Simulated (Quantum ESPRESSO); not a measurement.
## Collinear magnetic orders of FeAs (Westerveldite) with Quantum ESPRESSO

Aim: find out which collinear order of FeAs (Westerveldite) costs least.

Calculated with Quantum ESPRESSO 7.5; LDA; plane waves with GBRV 1.5 LDA potentials, no spin-orbit coupling.

**What experiment says.**

For FeAs, MnP-type (B31) orthorhombic (powder, earlier literature measurement), “Elucidation of the helical spin structure of FeAs” (2017, arxiv:1702.07660) quotes earlier work: moment (ordered moment per Fe in the helical state) 0.5 μB [Literature value from early powder refinement assuming a simple helix, a model later …].

Report form: the programs' logs are mostly left out.

The database entry behind the starting cell differs from later determinations by our own check (old inner coordinates), so it need not match the best structure at ambient conditions.

### Step 1. The structure

Symmetry: Pnma, No. 62, orthorhombic system. Conventional cell: a = 5.439 Å, b = 3.373 Å, c = 6.028 Å, α = 90.00°, β = 90.00°, γ = 90.00°. Nearest to Fe lie 6 As at 2.34 to 2.57 Å. Nearest to As lie 6 Fe at 2.34 to 2.57 Å. Farther neighbours are not listed.

The cell comes from the Crystallography Open Database.

### Step 2. Start 1: ferro ++++

The signs are those of the starting moments on the seeded atoms, the atoms that are given a moment.

The input, pw.in:

```
&CONTROL
  calculation = 'scf'
  prefix = 'pwscf'
  outdir = './tmp'
  pseudo_dir = './pseudo'
  disk_io = 'nowf'
/
&SYSTEM
  ibrav = 0
  nat = 8
  ntyp = 2
  ecutwfc = 40
  ecutrho = 280
  nbnd = 60
  occupations = 'smearing'
  smearing = 'fd'
  degauss = 0.00734986
  nspin = 2
  starting_magnetization(1) = 0.175
  starting_magnetization(2) = 0
/
&ELECTRONS
  conv_thr = 1.6d-08
  electron_maxstep = 150
  mixing_beta = 0.3
/
ATOMIC_SPECIES
Fe     55.8450 fe_lda_v1.5.uspp.F.UPF
As     74.9216 as_lda_v1.uspp.F.UPF
CELL_PARAMETERS angstrom
   5.4390000000    0.0000000000    0.0000000000
   0.0000000000    3.3730000000    0.0000000000
   0.0000000000    0.0000000000    6.0280000000
ATOMIC_POSITIONS crystal
Fe      0.9900000000    0.7500000000    0.1900000000
Fe      0.0100000000    0.2500000000    0.8100000000
Fe      0.5100000000    0.2500000000    0.6900000000
Fe      0.4900000000    0.7500000000    0.3100000000
As      0.8000000000    0.7500000000    0.5800000000
As      0.2000000000    0.2500000000    0.4200000000
As      0.7000000000    0.2500000000    0.0800000000
As      0.3000000000    0.7500000000    0.9200000000
K_POINTS automatic
6 8 4 0 0 0
```

On the command line:

```
$ OMP_NUM_THREADS=1 mpirun -n 4 pw.x -nk 4 -in pw.in > pw.out
```

Elapsed: 3 min, on 4 MPI ranks of Arm Neoverse V2, shared host; peak memory 0.89 GiB.

Spin moment in the atom's sphere by atom:

| atom | spin moment in the atom's sphere (μB) |
| --- | --- |
| Fe1 | 0.641 |
| Fe2 | 0.641 |
| Fe3 | 0.641 |
| Fe4 | 0.641 |
| As5 | -0.031 |
| As6 | -0.031 |
| As7 | -0.031 |
| As8 | -0.031 |

This step gave:

```
smearing term TS       : 0.2905 eV
magnetization          : 2.4 μB
absolute magnetization : 2.914 μB
final state            : ferromagnetic
```

### Step 3. Start 2: antiferro ++−−

The input, pw.in:

```
&CONTROL
  calculation = 'scf'
  prefix = 'pwscf'
  outdir = './tmp'
  pseudo_dir = './pseudo'
  disk_io = 'nowf'
/
&SYSTEM
  ibrav = 0
  nat = 8
  ntyp = 3
  ecutwfc = 40
  ecutrho = 280
  nbnd = 55
  occupations = 'smearing'
  smearing = 'fd'
  degauss = 0.00734986
  nspin = 2
  starting_magnetization(1) = 0.175
  starting_magnetization(2) = -0.175
  starting_magnetization(3) = 0
/
&ELECTRONS
  conv_thr = 1.6d-08
  electron_maxstep = 150
  mixing_beta = 0.3
/
ATOMIC_SPECIES
Fe1    55.8450 fe_lda_v1.5.uspp.F.UPF
Fe2    55.8450 fe_lda_v1.5.uspp.F.UPF
As     74.9216 as_lda_v1.uspp.F.UPF
CELL_PARAMETERS angstrom
   5.4390000000    0.0000000000    0.0000000000
   0.0000000000    3.3730000000    0.0000000000
   0.0000000000    0.0000000000    6.0280000000
ATOMIC_POSITIONS crystal
Fe1     0.9900000000    0.7500000000    0.1900000000
Fe1     0.0100000000    0.2500000000    0.8100000000
Fe2     0.5100000000    0.2500000000    0.6900000000
Fe2     0.4900000000    0.7500000000    0.3100000000
As      0.8000000000    0.7500000000    0.5800000000
As      0.2000000000    0.2500000000    0.4200000000
As      0.7000000000    0.2500000000    0.0800000000
As      0.3000000000    0.7500000000    0.9200000000
K_POINTS automatic
6 8 4 0 0 0
```

The job ended after 3.4 min (4 MPI ranks; peak memory 0.91 GiB; 13 min of CPU time).

Spin moment in the atom's sphere by atom:

```csv
atom,spin moment in the atom's sphere (μB)
Fe1,0.837
Fe2,0.837
Fe3,-0.837
Fe4,-0.837
As5,0.002
As6,0.002
As7,-0.002
As8,-0.002
```

Read from the output:

```
smearing term TS       : 0.2530 eV
magnetization          : 0 μB
absolute magnetization : 3.684 μB
final state            : antiferromagnetic
```

### Step 4. Run 3 (antiferro +−+−)

pw.in, as its differences from that of step 3:

```diff
@@ -37,4 +37,4 @@
 Fe1     0.9900000000    0.7500000000    0.1900000000
-Fe1     0.0100000000    0.2500000000    0.8100000000
-Fe2     0.5100000000    0.2500000000    0.6900000000
+Fe2     0.0100000000    0.2500000000    0.8100000000
+Fe1     0.5100000000    0.2500000000    0.6900000000
 Fe2     0.4900000000    0.7500000000    0.3100000000
```

It took 2.8 min on 4 MPI ranks; peak memory 0.86 GiB.

Spin moment in the atom's sphere by atom:

| atom | spin moment in the atom's sphere (μB) |
| --- | --- |
| Fe1 | 1.00 |
| Fe2 | -1.00 |
| Fe3 | 1.00 |
| Fe4 | -1.00 |
| As5 | 0.00 |
| As6 | 0.00 |
| As7 | 0.00 |
| As8 | 0.00 |

This step gave:

* smearing term TS: 0.2342 eV
* magnetization: 0 μB
* absolute magnetization: 4.404 μB
* final state: antiferromagnetic

### Step 5. Ranking

An order is kept where moments of 0.15 μB or more survive with the typed signs; meshes match where a doubled cell samples the same k points as the first cell.

Orders:

| start | final state | typed order kept | energy over the lowest (meV a seeded atom) | largest site moment (μB) | net moment (μB a cell of the first run) | mesh matched | CPU time (s) |
| --- | --- | --- | --- | --- | --- | --- | --- |
| ferro ++++ | ferromagnetic | yes | 5.205 | 0.6415 | 2.4 | yes | 727.4 |
| antiferro ++-- | antiferromagnetic | yes | 0.279 | 0.8374 | 7.69e-4 | yes | 808.7 |
| antiferro +-+- | antiferromagnetic | yes | 0 | 1.001 | 0 | yes | 676.8 |

### Step 6. Summary of results

```
lowest state found      : antiferromagnetic (from antiferro +-+-)
largest site moment     : 1.00 μB
next state with moments : antiferromagnetic, 0.279 meV a seeded atom higher
```

**Reading.** The two lowest states lie so close that the mesh, the smearing, the functional or spin–orbit coupling could swap them. The smearing terms TS of the orders run from 59 to 73 meV a seeded atom, so the differences would change at a smaller width: an order with a larger TS is lowered more by the smearing. Only these 3 starts were compared; other wavevectors, canted and longer-period orders were not. A computed site moment is spin alone and hangs on the region that is counted: the program's spheres do not touch and miss the tail of the moment. Measured moments hold any orbital part as well, and belong to the order of the sample, which need not be the order of this run. Energies are free energies at an electronic temperature of 1160 K, which lowers moments and differences where the moments are itinerant.

Calculation against experiment:

```
        quantity  measured    in the sphere
moment (Fe) (μB)       0.5  1.00 (+100.2 %)
```

Measured values from arxiv:1702.07660 (2017).

Verdict: The moment is off by +100.2 %. No cell relaxation is part of this session.

[Logs and program files are shortened in this print: banners, set-up blocks, solver, clock and traceback lines can be left out without a mark of their own.]

[Logs are printed without paths, hosts, clocks, repeated set-up lines and the standing remarks that a program may print on its own settings, such as how far it seeks lower states.]

[Hosts, paths, dates, database ids (printed as entryN), source tags and the programs' standing remarks are cut or masked in the printed files.]

[Where a cell is said to come from a database of computed structures, the database is the Materials Project.]
